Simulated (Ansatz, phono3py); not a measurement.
# Heat carried by phonons in BAs (F-43m), part 4 of 4

Wanted: κ(T), lifetimes and mean free paths for BAs.

What experiment has found for this phase:
- thermal conductivity 1160 W/m/K near room temperature (given in “Boron isotope effect on the thermal conductivity of boron arsenide single crystals”, 2019, arxiv:1910.02152)
- thermal conductivity 1000 W/m/K near room temperature (given in “Thermal expansion coefficient and lattice anharmonicity of cubic boron arsenide”, 2019, arxiv:1903.01668)

Ansatz 0.2.0; DFT LDA, scalar-relativistic, plane waves, PAW.

So far, κ at 300 K (relaxation time) (W/m/K): step 6 (third-order constants on small settings) 1018. Also highest frequency (cm⁻¹): step 6 741. The relaxed cell has a = 4.732 Å (conventional setting).

## 7. Anharmonic force constants and conductivity, k-mesh 6×6×6, third order supercell 3×3×3 (continued)

300 K; a sample spread over frequency. Mode lifetimes, by row, the first 40 of 90 rows:

```csv
q1,q2,q3,branch,frequency (THz),rms speed (km/s),three-phonon rate (1/ps),isotope rate (1/ps),lifetime (ps),mean free path (nm)
0,0,0.0435,1,0.739,4.73,2.77e-4,7.74e-8,3610,17100
0,0.0435,-0.1304,1,2.309,3.66,0.00339,1.40e-5,294,1070
0,0.0435,-0.1739,2,3.06,3.95,0.00629,4.81e-5,158,622
0,0.0435,0.1304,3,3.472,7.32,0.00557,9.30e-5,177,1290
0,0,0.1304,3,3.774,7.48,0.00368,1.50e-4,261,1950
0.0435,0.1304,-0.2174,1,3.965,2.66,0.00536,1.98e-4,180,479
0,0.0435,0.4348,1,4.137,0.97,0.00337,3.01e-4,272,264
0,0.1304,0.3478,1,4.274,2.33,0.00484,3.71e-4,192,447
0,0.2174,0.2609,1,4.4,2.73,0.00385,3.83e-4,236,646
0.0435,0.1304,-0.4348,1,4.56,1.96,0.00338,4.13e-4,263,515
0.0435,0.1739,0.4348,1,4.68,2.4,0.00341,4.37e-4,260,623
0.0435,0.1304,0.3913,2,4.809,4.06,0.00242,4.62e-4,347,1410
0.0435,0.1304,-0.3043,2,4.939,4.22,0.00269,4.94e-4,314,1320
0.0435,0.2609,0.3913,1,5.061,2.3,0.00232,5.14e-4,353,813
0.087,0.2174,-0.4348,1,5.157,2.59,0.00235,5.29e-4,347,897
0.0435,0.1739,0.3913,2,5.288,3.88,0.00184,5.63e-4,417,1620
0,0.1304,-0.4783,2,5.377,4.38,0.00178,6.10e-4,418,1830
0.0435,0.3043,-0.3478,1,5.473,1.61,0.00179,6.07e-4,417,670
0.087,0.3043,0.4783,1,5.549,2.52,0.0018,6.49e-4,408,1030
0.0435,0.3478,-0.4348,1,5.645,1.54,0.00156,6.89e-4,444,685
0,0.4348,-0.4783,1,5.715,0.25,0.00138,7.31e-4,474,116
0.087,0.3478,-0.4783,1,5.794,2.43,0.00157,6.04e-4,461,1120
0.087,0.3913,-0.3478,1,5.906,2.42,0.00144,4.85e-4,519,1250
0.0435,0.1739,-0.1304,3,6.02,4.41,0.00331,5.48e-4,259,1140
0.087,0.3478,0.4783,2,6.145,2.96,0.00153,3.91e-4,521,1540
0,0.0435,-0.2174,3,6.298,5.9,0.00336,4.40e-4,263,1550
0.1739,0.3913,-0.3478,1,6.397,2,0.00121,2.67e-4,676,1350
0.087,0.2609,-0.2609,2,6.569,3.65,0.00136,3.00e-4,604,2210
0,0.2174,-0.3913,2,6.704,4.09,0.00109,2.66e-4,739,3030
0.087,0.2174,0.3478,3,6.893,3.82,0.00541,2.98e-4,175,669
0.1304,0.3478,-0.2174,2,7.095,2.83,0.0011,2.26e-4,753,2130
0.1304,0.2609,0.3913,3,7.244,3.18,0.00725,2.61e-4,133,423
0.2174,0.4348,-0.3478,2,7.439,2.59,4.76e-4,1.98e-4,1480,3840
0.1304,0.2609,0.4348,3,7.599,2.61,0.00925,2.08e-4,106,275
0.1304,0.3043,-0.1739,3,7.804,1.94,0.0111,9.77e-5,89.1,173
0,0.087,-0.3043,3,8.045,3.87,0.00961,1.17e-4,103,398
0.087,0.3478,-0.3043,3,8.152,1.53,0.00672,3.31e-5,148,227
0.087,0.3043,-0.3043,3,8.274,1.71,0.00935,5.00e-5,106,182
0.1304,0.3913,-0.3478,3,8.393,1.75,0.00687,6.23e-5,144,253
0.0435,0.2609,-0.4783,3,8.506,0.89,0.0108,8.77e-5,91.9,82.1
```

Without the LO-TO term; a three-phonon rate of 0 means that decay is closed on this mesh, so processes left out here set the real width. Gamma linewidths, by row:

```csv
branch,frequency (cm⁻¹),three-phonon rate (1/ps),isotope rate (1/ps),FWHM (cm⁻¹)
4,702,0,0,0
5,702,0,0,0
6,702,0,0,0
```

W/m/K, third of the trace; RTA populations with a boundary rate v/L added to each mode (Matthiessen's rule). Kappa by grain size, by row:

```csv
T (K),bulk,10 nm,30 nm,100 nm,300 nm,1000 nm,10000 nm,100000 nm
100,2852,7.453,22.12,71.31,197.4,533.7,1791,2603
300,1480,12.87,37.15,112.4,277,606.1,1262,1453
600,827.6,13.53,37.87,107.5,240.1,455,756.2,819.5
```

W/m/K, third of the trace; RTA populations with the isotope rates scaled. Kappa by mass disorder, by row:

```csv
T (K),no isotopes,as typed,variance x 3,variance x 10,variance x 30
100,4527,2852,1944,1204,762
300,1838,1480,1134,687.9,388.1
600,957.4,827.6,701.5,480.1,283
```

At 300 K the relaxation-time value is 1480 W/(m K).

## 8. The ladder

Ladder, by row:

```csv
cells or q mesh,k mesh,pair cutoff,atoms in the supercell,q-mesh of the transport sums,κ at 300 K (relaxation time) (W/m/K),κ at 300 K (full solution) (W/m/K),core-minutes
2x2x2,8x8x8,2.199,16,13×13×13,1018,1108,26.6
6x6x6,6x6x6,3.496,54,23×23×23,1480,-,136.6
```

## 9. Outcome

```json
{
  "highest frequency": "741.1 cm⁻¹",
  "Debye temperature from the second moment": "936 K",
  "κ at 300 K (relaxation time)": "1480 W/m/K",
  "mean free path at half of κ": "1630 nm",
  "share of κ above the three lowest branches": "0"
}
```

What this shows: The lattice of BAs conducts 1480 W/(m K) at 300 K by LDA (mean over directions, relaxation-time solution). The full solution on the same constants gives 2440. Above 300 K the relaxation-time κ falls as T^-0.86. Grains of 100 nm would keep 8 % of the bulk value at 300 K, and grains of 1 µm 41 %. Removing the natural isotope disorder raises κ at 300 K by 24 %. The first rung (16 atoms, cutoff 2.20 Å) gave 1018 W/(m K) by relaxation time for 0.19 times the cost of the last; short cutoffs miss scattering channels and can err either way, and the meshes changed too. A measured thermal conductivity near room temperature is 1160 W/m/K (arxiv:1910.02152); the calculated 2440 W/m/K differs by +110 %. The relaxed cell is 3 % smaller in volume than the database cell, which stiffens most phonons and usually raises κ; no run here tested that. Four-phonon, defect and boundary scattering, which are left out, would lower the calculated value; thermal expansion is left out too. The last run computed the relaxation-time solution alone; it counts normal processes as resistive, so the full solution usually lies higher: phono3py's direct solution on these constants gave 2440 W/(m K) on a 19×19×19 mesh, and that is the three-phonon value to set against a measurement. The sum rules changed one orbit of cubic constants by up to 19 %; by the manual a large change points to a short cutoff or, on a small and distant orbit, to noisy forces. The conductivities include the coherence part between close branches; the shares for grains, isotopes, branches and paths are of the relaxation-time populations alone. Cubic couplings among atoms farther apart than the pair cutoff are dropped, and neither the cutoff nor the q-mesh was shown to be converged here. The interpolation has no quadrupole term, so branches near the zone centre are less sure, since this crystal has sites that are not centres of inversion. The PAW files were made for PBE and are used here under another functional, for which the program regenerates the frozen cores.

[Logs are printed without paths, hosts, clocks, repeated set-up lines and the standing remarks that a program may print on its own settings, such as how far it seeks lower states.]

[Hosts, paths, dates, database ids (printed as entryN), source tags and the programs' standing remarks are cut or masked in the printed files.]

[A step with changed settings may run another functional than the one named; its input shows which.]
